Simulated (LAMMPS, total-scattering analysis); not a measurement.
## Which pattern belongs to which temperature?

82SiO2-14BaO-5MgO (mol %) (Si 29.0, Ba 4.9, Mg 1.6, O 64.5 atom %) was run from a melt by classical molecular dynamics (LAMMPS) with the Morse and Coulomb pair potential with partial charges (Pedone, Malavasi, Menziani, Cormack and Segre, J. Phys. Chem. B 110, 11780 (2006)), 800 atoms, and sampled at 300, 900 and 1800 K. The totals are in Faber–Ziman form. Below 4 Å⁻¹ the partials are summed on the cell's own reciprocal vectors (from 0.27 Å⁻¹) and folded with a Gaussian of σ = 0.07 Å⁻¹; above it they are transforms of g(r) out to 11.4 Å, tapered over the last 40 %. X-rays take neutral-atom form factors, neutrons coherent lengths (Si 4.15071, Ba 5.07, Mg 5.375, O 5.8037 fm). G(r) = 4πrρ₀[g(r) − 1] carries the resolution of a Lorch-windowed transform up to 22 Å⁻¹. The patterns are simulated, not measured. The potential has fixed partial charges and no three-body term, so angles and changes of cation coordination with composition are its weak points, and some glasses come out too dense.

X-ray S(Q):

| Q (Å⁻¹) | A | B | C |
| --- | --- | --- | --- |
| 1.00 | -0.32 | -0.24 | -0.29 |
| 1.25 | -0.06 | 0.01 | -0.05 |
| 1.50 | 0.36 | 0.57 | 0.47 |
| 1.75 | 1.60 | 1.56 | 1.59 |
| 2.00 | 1.78 | 1.49 | 1.65 |
| 2.25 | 0.99 | 0.98 | 0.96 |
| 2.50 | 0.58 | 0.68 | 0.69 |
| 2.75 | 0.86 | 0.73 | 0.75 |
| 3.00 | 0.77 | 0.73 | 0.69 |
| 3.25 | 0.59 | 0.78 | 0.79 |
| 3.50 | 0.98 | 0.89 | 0.84 |
| 3.75 | 0.92 | 0.93 | 0.89 |
| 4.00 | 1.01 | 1.00 | 1.03 |
| 4.25 | 1.05 | 1.05 | 1.04 |
| 4.50 | 1.05 | 1.11 | 1.06 |
| 4.75 | 1.17 | 1.20 | 1.20 |
| 5.00 | 1.35 | 1.25 | 1.30 |
| 5.25 | 1.27 | 1.18 | 1.23 |
| 5.50 | 1.04 | 1.04 | 1.07 |
| 5.75 | 0.94 | 0.95 | 0.94 |
| 6.00 | 0.92 | 0.93 | 0.90 |
| 6.25 | 0.88 | 0.92 | 0.90 |
| 6.50 | 0.90 | 0.93 | 0.91 |
| 6.75 | 0.93 | 0.92 | 0.92 |
| 7.00 | 0.90 | 0.91 | 0.90 |
| 7.25 | 0.89 | 0.92 | 0.90 |
| 7.50 | 0.93 | 0.95 | 0.95 |
| 7.75 | 1.01 | 1.02 | 1.02 |
| 8.00 | 1.08 | 1.06 | 1.06 |

Maxima of the X-ray G(r), r in Å (Å⁻²): A: 1.61 (2.0), 2.66 (-0.2), 3.12 (0.2), 4.03 (1.2), 4.93 (0.2), 6.69 (0.2); B: 1.61 (1.3), 3.19 (0.0), 4.08 (0.9), 4.96 (0.2), 7.39 (0.2); C: 1.61 (1.7), 2.67 (-0.4), 3.15 (0.1), 4.08 (1.1), 4.92 (0.2), 7.44 (0.3).

**Question.** Match A to C with the temperatures and say which state each is in.

The highest of the first maxima of G(r) sinks as thermal motion grows: A 1.97, C 1.69, B 1.34. The oscillations beyond 6 Å have r.m.s. A 0.24, C 0.17, B 0.13 Å⁻².

| pattern | T (K) | state | density (g/cm³) | largest m.s.d. (Å²) | Q6 |
| --- | --- | --- | --- | --- | --- |
| A | 300 | rigid | 2.926 | 0.15 | 0.04 |
| C | 900 | rigid | 2.869 | 0.59 | 0.03 |
| B | 1800 | viscous | 2.814 | 4.10 | 0.03 |

Q6 is the global bond-order parameter: in a liquid or glass it falls as one over the root of the number of bonds (a few hundredths in 600 atoms, up to 0.15 in 64), and in a crystal it lies between about 0.1 and 0.65 by structure.
